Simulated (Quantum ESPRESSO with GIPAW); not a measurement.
# Octahedral tilting in BaZrO3 seen by 91Zr: the anisotropy

Starting from the cubic perovskite, neighbouring octahedra are turned by θ about [001] in opposite senses, in all three directions (tilt system a⁰a⁰c⁻). The cell and the cations are held, so the in-plane bonds lengthen as 1/cos θ. GIPAW with PBEsol and plane-wave PAW files from pslibrary 1.0.0 recipes (Zr spn, Ba spn, O n), cutoffs 55 and 330 Ry, a 5×5×5 mesh in every shielding run (Quantum ESPRESSO with GIPAW, a patched development version), without spin-orbit coupling. The atoms are held where the series puts them. The cells were built for this series from an entry of the Crystallography Open Database for this compound, not from a prototype; it need not be the form that is stable at ambient conditions. σ∥ is along the axis of the site, [001].

One member of the series, BaZrO3 (I4/mcm) at 6 °, as used in the shielding run:

```xyz
10
Lattice="0.0000 4.1913 4.1913 4.1913 0.0000 4.1913 4.1913 4.1913 0.0000" Properties=species:S:1:pos:R:3 pbc="T T T"
Zr    0.0000    0.0000    0.0000
Zr    4.1913    4.1913    4.1913
Ba    2.0957    2.0957    2.0957
Ba    6.2870    6.2870    6.2870
O     2.0957    4.4116    4.1913
O     3.9711    2.0957    4.1913
O     4.1913    4.1913    2.0957
O     6.2870    3.9711    4.1913
O     4.4116    6.2870    4.1913
O     4.1913    4.1913    6.2870
```

| angle θ (°) | θ² (deg²) | mean bond at Zr (Å) | σ∥ − σ⊥ of Zr (ppm) |
| --- | --- | --- | --- |
| 0 | 0.00 | 2.0957 | 0.00 |
| 1.5 | 2.25 | 2.0961 | 0.24 |
| 3 | 9.00 | 2.0976 | ? |
| 4.5 | 20.25 | 2.1000 | 2.02 |
| 6 | 36.00 | 2.1034 | 3.85 |
| 7.5 | 56.25 | 2.1077 | 6.45 |
| 9 | 81.00 | 2.1131 | 9.76 |
| 10.5 | 110.25 | 2.1195 | 13.69 |
| 12 | 144.00 | 2.1269 | 18.00 |

**Task.** Fit σ∥ − σ⊥ of Zr against x, the square of the angle in deg²; judge whether a straight line is enough, and predict the withheld row (x = 9.00 deg²).

1. The 8 known rows give Σx = 450.00, Σy = 54.01, Σx² = 44327.2500 and Σxy = 5434.7400.

2. Slope b = (nΣxy − ΣxΣy)/(nΣx² − (Σx)²) = 0.12604 and intercept a = (Σy − bΣx)/n = -0.338673 ppm.

3. Residuals y − a − bx, in the order of the table: +0.34, +0.30, -0.19, -0.35, -0.30, -0.11, +0.13, +0.19 ppm; r.m.s. 0.25 ppm, R² = 0.998. They bend, and a quadratic term takes much of them away: y = -0.11942151 + 0.1120615 x + 1.02368e-4 x², r.m.s. 0.15 ppm.

4. At x = 9.00 deg², inside the fitted range, the line gives 0.80 ppm and the parabola 0.90 ppm.

5. The run gives 0.86 ppm. The line misses by -0.06 ppm, the parabola by +0.04 ppm; that is within twice the r.m.s. of the parabola. Verdict: the parabola fits better, but on this row the two forms can't be told apart.

Between neighbouring rows of the full table the slope is +1.1 ppm for 10 deg² of θ² at the low end and +1.3 at the high end. Turning by −θ gives the same structure shifted by one cell, so a mean over an element is even in θ: hence the fit against θ². At x = 0 the site is cubic and the anisotropy vanishes, which a free intercept need not respect. The tensors are without the macroscopic shape term.

[Logs are printed without paths, hosts, clocks, repeated set-up lines and the standing remarks that a program may print on its own settings, such as how far it seeks lower states.]

[Hosts, paths, dates, database ids (printed as entryN), source tags and the programs' standing remarks are cut or masked in the printed files.]
